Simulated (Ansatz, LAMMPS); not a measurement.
# Relaxing Zn2+ triflate in diglyme, from a frame at 330 K (103 atoms), part 2 of 2

Wanted: the relaxed structure of Zn2+ triflate in diglyme, from a frame at 330 K (103 atoms) and its electronic structure.

Ansatz 0.2.0; Kohn-Sham DFT, PBE+D3(BJ), PAW (set soft_2), plane waves.

The cell: 22 C, 21 O, 42 H, 4 S, 12 F and 2 Zn. The network of contacts between molecules at the start is that of the classical potential that made the cell. The density was typed from a rule of thumb and may lie off the real one at this temperature. Sampling is at Γ alone, for a cell whose shortest periodic width is 11 Å.

So far. Step 4 (Relaxation): The relaxation changed the energy by -73.6 meV/atom, and atoms moved by 0.81 Å r.m.s., 2.7 Å at most.

**6. Single point at the relaxed geometry**

The electronic structure is read at the final geometry, in a run of its own.

input.yaml

```yaml
crystal:
  lattice:
    - [10.74009, 0.0, 0.0]
    - [0.0, 10.74009, 0.0]
    - [0.0, 0.0, 10.74009]
  atoms:
    - { symbol: C, position: [0.23317, 0.80787, 0.05454] }
    - { symbol: O, position: [0.18584, 0.68859, 0.01644] }
    - { symbol: C, position: [0.06474, 0.6622, 0.0659] }
    - { symbol: C, position: [0.02249, 0.53903, 0.0108] }
    - { symbol: O, position: [0.04957, 0.53186, 0.87942] }
    - { symbol: C, position: [0.96491, 0.5986, 0.79825] }
    - { symbol: C, position: [0.00807, 0.73068, 0.77275] }
    - { symbol: O, position: [0.13628, 0.72287, 0.73642] }
    - { symbol: C, position: [0.18684, 0.83909, 0.69391] }
    - { symbol: H, position: [0.17187, 0.88219, 0.01971] }
    - { symbol: H, position: [0.32689, 0.81676, 0.01662] }
    - { symbol: H, position: [0.23864, 0.81131, 0.15646] }
    - { symbol: H, position: [0.00088, 0.73906, 0.04246] }
    - { symbol: H, position: [0.06995, 0.65383, 0.16775] }
    - { symbol: H, position: [0.07361, 0.46136, 0.05261] }
    - { symbol: H, position: [0.92268, 0.52413, 0.02749] }
    - { symbol: H, position: [0.96501, 0.54565, 0.71117] }
    - { symbol: H, position: [0.87065, 0.59759, 0.83799] }
    - { symbol: H, position: [0.95269, 0.77032, 0.69635] }
    - { symbol: H, position: [0.99846, 0.79316, 0.85352] }
    - { symbol: H, position: [0.28195, 0.81982, 0.66327] }
    - { symbol: H, position: [0.13025, 0.8739, 0.61616] }
    - { symbol: H, position: [0.18634, 0.90888, 0.76886] }
    - { symbol: C, position: [0.0955, 0.11853, 0.40448] }
    - { symbol: O, position: [0.97614, 0.1791, 0.41323] }
    - { symbol: C, position: [0.87588, 0.09304, 0.38688] }
    - { symbol: C, position: [0.75433, 0.16048, 0.40421] }
    - { symbol: O, position: [0.75671, 0.20829, 0.52913] }
    - { symbol: C, position: [0.64121, 0.26487, 0.57094] }
    - { symbol: C, position: [0.54472, 0.16827, 0.60378] }
    - { symbol: O, position: [0.48958, 0.12047, 0.49284] }
    - { symbol: C, position: [0.40344, 0.02358, 0.51951] }
    - { symbol: H, position: [0.10123, 0.04309, 0.47339] }
    - { symbol: H, position: [0.16701, 0.18789, 0.42389] }
    - { symbol: H, position: [0.10698, 0.08132, 0.3098] }
    - { symbol: H, position: [0.88549, 0.05991, 0.29035] }
    - { symbol: H, position: [0.88295, 0.01396, 0.45179] }
    - { symbol: H, position: [0.67593, 0.09589, 0.39319] }
    - { symbol: H, position: [0.74355, 0.23801, 0.33762] }
    - { symbol: H, position: [0.60742, 0.32936, 0.49912] }
    - { symbol: H, position: [0.66581, 0.31862, 0.6541] }
    - { symbol: H, position: [0.4725, 0.21248, 0.66211] }
    - { symbol: H, position: [0.58856, 0.0932, 0.6586] }
    - { symbol: H, position: [0.45036, 0.94085, 0.55815] }
    - { symbol: H, position: [0.33168, 0.05573, 0.58549] }
    - { symbol: H, position: [0.3592, 0.99833, 0.43102] }
    - { symbol: C, position: [0.57232, 0.98511, 0.12851] }
    - { symbol: O, position: [0.46802, 0.92132, 0.1787] }
    - { symbol: C, position: [0.50142, 0.82909, 0.26837] }
    - { symbol: C, position: [0.54327, 0.70563, 0.2144] }
    - { symbol: O, position: [0.43937, 0.64378, 0.1597] }
    - { symbol: C, position: [0.46828, 0.51891, 0.12644] }
    - { symbol: C, position: [0.34816, 0.45112, 0.09356] }
    - { symbol: O, position: [0.32042, 0.44159, 0.96207] }
    - { symbol: C, position: [0.39583, 0.34708, 0.90349] }
    - { symbol: H, position: [0.64081, 0.92146, 0.0864] }
    - { symbol: H, position: [0.5378, 0.04743, 0.05542] }
    - { symbol: H, position: [0.61924, 0.04128, 0.20078] }
    - { symbol: H, position: [0.41819, 0.8127, 0.32557] }
    - { symbol: H, position: [0.57515, 0.86482, 0.33062] }
    - { symbol: H, position: [0.61834, 0.71785, 0.1451] }
    - { symbol: H, position: [0.58135, 0.64847, 0.29078] }
    - { symbol: H, position: [0.53473, 0.51632, 0.04783] }
    - { symbol: H, position: [0.5136, 0.47171, 0.20584] }
    - { symbol: H, position: [0.35013, 0.35548, 0.13003] }
    - { symbol: H, position: [0.27006, 0.50052, 0.13643] }
    - { symbol: H, position: [0.35842, 0.33122, 0.81049] }
    - { symbol: H, position: [0.38897, 0.26082, 0.95836] }
    - { symbol: H, position: [0.49329, 0.37724, 0.89655] }
    - { symbol: O, position: [0.58017, 0.55553, 0.75427] }
    - { symbol: S, position: [0.5082, 0.66948, 0.74324] }
    - { symbol: O, position: [0.47078, 0.70991, 0.61965] }
    - { symbol: O, position: [0.40624, 0.68129, 0.83875] }
    - { symbol: C, position: [0.6152, 0.79564, 0.79948] }
    - { symbol: F, position: [0.70447, 0.81661, 0.71391] }
    - { symbol: F, position: [0.55265, 0.90237, 0.81888] }
    - { symbol: F, position: [0.67168, 0.76232, 0.90716] }
    - { symbol: O, position: [0.76423, 0.49428, 0.26167] }
    [... 19 atom lines left out ...]
    - { symbol: C, position: [0.29418, 0.46295, 0.45215] }
    - { symbol: F, position: [0.26256, 0.38809, 0.35629] }
    - { symbol: F, position: [0.25685, 0.57906, 0.42721] }
    - { symbol: F, position: [0.41826, 0.46123, 0.46484] }
    - { symbol: Zn, position: [0.92919, 0.30924, 0.55135] }
    - { symbol: Zn, position: [0.2424, 0.59258, 0.85208] }
kpoints:
  mp_grid: { grid: [1, 1, 1] }
hamiltonian:
  xc: pbe
  dispersion: d3bj
scf:
  occupations: { method: fixed }
output:
  forces: true
  stress: true
  populations: true
  dos:
    method: { smearing: { sigma: 0.1 } }
    de: 0.1
    projected: { site_lists: { C: [C], F: [F], H: [H], O: [O], S: [S] } }
  eigenvalues: true
  write_density: true
  write_potential: true
  volumetric_format: npy
  elf: true
```

Started as:

```
> ansatz run input.yaml --threads 4 --pin off --max-ram 8192MiB --backend cpu --events-out ev --progress --plain --runs-dir out
```

The job ended after 8.6 s (4 threads of Intel Xeon Platinum 8488C (Sapphire Rapids), shared host; peak memory 1.5 GiB; 31 s of CPU time).

The program notes that the exchange-correlation potential is rough where the density is thin.

Numbers from this run:

```
free energy                                      : -38040.6393 eV
free energy per atom                             : -369.3266 eV/atom
SCF cycles                                       : 10
pressure                                         : -0.08535 GPa
r.m.s. force component                           : 0.00346 eV/Å
longest force                                    : 0.02351 eV/Å
Fermi energy                                     : 0.005043 eV
gap (highest filled to lowest empty level) : 4.38 eV
spilling of the projection                       : 0.01427
```

Löwdin charges by element and coordination (they lack the spilled electrons, 0.054 e an atom on average):

| element | coordination | atoms | mean charge (e) | spread | least | most |
| --- | --- | --- | --- | --- | --- | --- |
| C | all | 22 | 0.0237 | 0.31 | -0.232 | 0.678 |
| F | all | 12 | -0.217 | 0.011 | -0.234 | -0.200 |
| H | all | 42 | 0.195 | 0.0192 | 0.156 | 0.238 |
| O | all | 21 | -0.604 | 0.209 | -0.856 | -0.344 |
| O | 1 | 7 | -0.743 | 0.0104 | -0.761 | -0.726 |
| O | 2 | 8 | -0.653 | 0.238 | -0.856 | -0.344 |
| O | 3 | 6 | -0.378 | 0.0063 | -0.385 | -0.369 |
| S | all | 4 | 2.28 | 0.005 | 2.27 | 2.28 |
| Zn | all | 2 | 1.50 | 0.0061 | 1.50 | 1.51 |
| Zn | 5 | 1 | 1.51 | 0 | 1.51 | 1.51 |
| Zn | 6 | 1 | 1.50 | 0 | 1.50 | 1.50 |

States in the cell by windows of 1 eV, zero at the Fermi level; the larger projections on atomic orbitals stand beside the total:

| from (eV) | to (eV) | total | O p | C p | F p | H s | C s |
| --- | --- | --- | --- | --- | --- | --- | --- |
| -14 | -13 | 4.7 | 0.8 | 0.5 | 0.0 | 0.8 | 2.4 |
| -13 | -12 | 11.3 | 0.8 | 0.7 | 2.6 | 0.7 | 3.2 |
| -12 | -11 | 8.5 | 1.5 | 0.8 | 0.0 | 2.2 | 3.5 |
| -11 | -10 | 14.3 | 1.8 | 2.4 | 2.7 | 1.6 | 2.2 |
| -10 | -9 | 22.0 | 1.2 | 4.3 | 10.5 | 1.9 | 1.9 |
| -9 | -8 | 11.0 | 3.0 | 1.6 | 2.2 | 0.6 | 0.6 |
| -8 | -7 | 16.1 | 5.3 | 6.3 | 0.2 | 2.1 | 0.4 |
| -7 | -6 | 30.8 | 10.9 | 9.4 | 1.8 | 3.3 | 0.3 |
| -6 | -5 | 55.4 | 10.2 | 7.1 | 20.8 | 3.2 | 0.3 |
| -5 | -4 | 44.5 | 4.9 | 8.1 | 20.4 | 4.1 | 0.2 |
| -4 | -3 | 30.1 | 10.3 | 11.2 | 0.6 | 6.1 | 0.1 |
| -3 | -2 | 31.0 | 21.8 | 3.2 | 0.8 | 2.2 | 0.2 |
| -2 | -1 | 25.9 | 18.1 | 2.8 | 1.1 | 2.1 | 0.5 |
| -1 | 0 | 11.1 | 8.7 | 0.8 | 0.0 | 1.3 | 0.0 |
| 0 | 1 | 1.2 | 0.9 | 0.1 | 0.0 | 0.2 | 0.0 |
| 1 | 4 | 0.0 | 0.0 | 0.0 | 0.0 | 0.0 | 0.0 |
| 4 | 5 | 6.0 | 0.3 | 1.0 | 0.1 | 0.7 | 0.4 |

With fixed occupations the program's Fermi level is the highest filled level; weight inside the gap is the broadening of levels at its edges.

Between -26 and -14 eV lie 62 more states.

Not all projections were asked for or kept, so they needn't add up to the total.

The levels nearest the highest filled one (over half full), pooled over k-points and spins:

| level less the highest filled one (eV) | occupation |
| --- | --- |
| -0.957 | 2 |
| -0.933 | 2 |
| -0.723 | 2 |
| -0.224 | 2 |
| -0.0751 | 2 |
| 0 | 2 |
| 4.38 | 0 |
| 4.54 | 0 |
| 4.76 | 0 |
| 5.34 | 0 |
| 5.40 | 0 |
| 5.56 | 0 |

Valence density in the bc plane at fractional x = 0.239, with atoms of C and H and O and F and Zn within 0.2 Å of it. It is the smooth field of the valence electrons, not physical close to the nuclei.

Ten steps, logarithmic in the rise over the least value, from '_' (0 e/Å³) to '@' (26 e/Å³), each cell a mean:
```
______________________....::....____..::--::::........______
________________________..........::::::....________________
____________________________....==##%%==..__________________
______________________________::++@@@@**::__________________
____________________________....--++++--..__________....____
__________________________..----::::......____....::::::..__
______________________..::==++++==..________..::------::..__
____________..::----::::--==****==..________..::====--..____
____________::++**++==----======::..__________..----::..____
____________--++****==--::----::..______________....________
____________..--====--------::..____________________________
______________........::----::........______________________
______________________..::------==**++::____________________
____________________..------::--**##**--____________________
__________________..==****==::::==**++::____________________
__________________..==####==..__..::..______________________
____________________::====::________________________________
______________________....__________________________________
____________________________________________________________
____________________________....______________::--::..______
__________________________..::::..__________..--==--..______
__________________________........____......::--==--::______
____________________________________..::------======::..____
________________________......______..--====--------::..____
```
Columns run along b (10.7 Å), rows up along c (10.7 Å). Atoms in or near the plane, at fractional coordinates: C at (0.81, 0.05), H at (0.81, 0.16), O at (0.28, 0.61), F at (0.58, 0.43), Zn at (0.59, 0.85).

ELF in the bc plane at fractional x = 0.239, with atoms of C and H and O and F and Zn within 0.2 Å of it. It is the smooth field of the valence electrons, not physical close to the nuclei.

Ten even steps from '0' (0.00 × 1e-1) to '9' (9.97 × 1e-1), each cell a mean:
```
000000000026886200257632455531
000111000014775111112210111100
000111000001221100001000000000
000010000000000100001000003552
200000000000011110011100048998
200000000000367631101111368998
000000244311577774001113777663
000003678643676786100016997410
011004886674477775100027986200
133004886673145321000014653100
011002687765686200000001111000
000000134325897224541000000000
000012100001575467873000000000
000047500144443576773100000000
000037400587762378862000000000
000012101687772046641000000000
000000000367872001100000000000
000000000023320000000002431000
000000000000002320000048997200
000000000000159983000069999400
000000000221389993000059997300
000000000001258851144346765210
000000000000011200488653036531
000000000003442001588754467752
```
Columns run along b (10.7 Å), rows up along c (10.7 Å). Atoms in or near the plane, at fractional coordinates: C at (0.81, 0.05), H at (0.81, 0.16), O at (0.28, 0.61), F at (0.58, 0.43), Zn at (0.59, 0.85).

Mean Löwdin charges: C +0.02, F -0.22, H +0.20, O -0.60, S +2.28, Zn +1.50 e (they miss 1.4 % of the electrons, so they add up to more than the cell's charge).

A closer look about Zn103, one of the 2 Zn atoms: 8 atoms, nearest first, numbered in the order of the input, with positions taken from that point.

| atom | x | y | z | distance (Å) | bonds | Löwdin charge (e) |
| --- | --- | --- | --- | --- | --- | --- |
| Zn103 | 0.00 | 0.00 | 0.00 | 0.00 | 6 | 1.50 |
| O73 | 1.76 | 0.95 | -0.14 | 2.01 | 2 | -0.86 |
| O97 | 0.24 | -1.10 | -1.72 | 2.06 | 2 | -0.82 |
| O2 | -0.61 | 1.03 | 1.77 | 2.13 | 3 | -0.38 |
| O54 | 0.84 | -1.62 | 1.18 | 2.17 | 3 | -0.38 |
| O8 | -1.14 | 1.40 | -1.24 | 2.19 | 3 | -0.37 |
| O5 | -2.07 | -0.65 | 0.29 | 2.19 | 3 | -0.37 |
| C4 | -2.36 | -0.58 | 1.70 | 2.97 | 4 | -0.07 |

The column of bonds counts only the pairs H-C within 1.34 Å, C-C within 1.85 Å, C-O within 1.73 Å, C-F within 1.62 Å, C-S within 2.21 Å, O-S within 1.93 Å, O-Zn within 2.50 Å; other neighbours, such as metal atoms beside each other in a compound, aren't counted, and periodic images can show an atom twice.

**7. Outcome**

```json
{
 "energy change in the relaxation": "-73.55 meV/atom",
 "r.m.s. displacement": "0.806 Å",
 "largest displacement": "2.669 Å",
 "free energy per atom": "-369.3266 eV/atom",
 "pressure": "-0.08535 GPa",
 "r.m.s. force component": "0.00346 eV/Å",
 "gap (highest filled to lowest empty level)": "4.38 eV",
 "wall time of the 3 DFT runs": "4.3 min"
}
```

Relaxation lowers the energy by 73.6 meV/atom and moves atoms by 0.81 Å r.m.s.; the r.m.s. force component goes from 1.1 to 0.0035 eV/Å, the pressure goes from 3.2 to -0.085 GPa, and the gap from 4.34 to 4.38 eV. By the final cutoffs no bond was broken or made. First to last step the energy falls by 7.576 eV; the largest move, 2.67 Å, is that of F85. The O-Zn bonds change most in mean length: from 1.899 Å (spread 0.139) to 2.095 Å (spread 0.076). Counting bonds as in the table, all C atoms have 4, all F atoms have 1, all H atoms have 1 and 38 % of O atoms have 2 bonded neighbours. The highest filled and lowest empty levels differ by 4.38 eV (at Γ alone); a semilocal functional tends to put such gaps too low. In a disordered cell it changes from sample to sample and from frame to frame.

Caveats: The network of contacts between molecules at the start is that of the classical potential that made the cell; in DFT atoms moved by 0.81 Å r.m.s.

[Logs are printed without paths, hosts, clocks, repeated set-up lines and the standing remarks that a program may print on its own settings, such as how far it seeks lower states.]

[Hosts, paths, dates, database ids (printed as entryN), source tags and the programs' standing remarks are cut or masked in the printed files.]
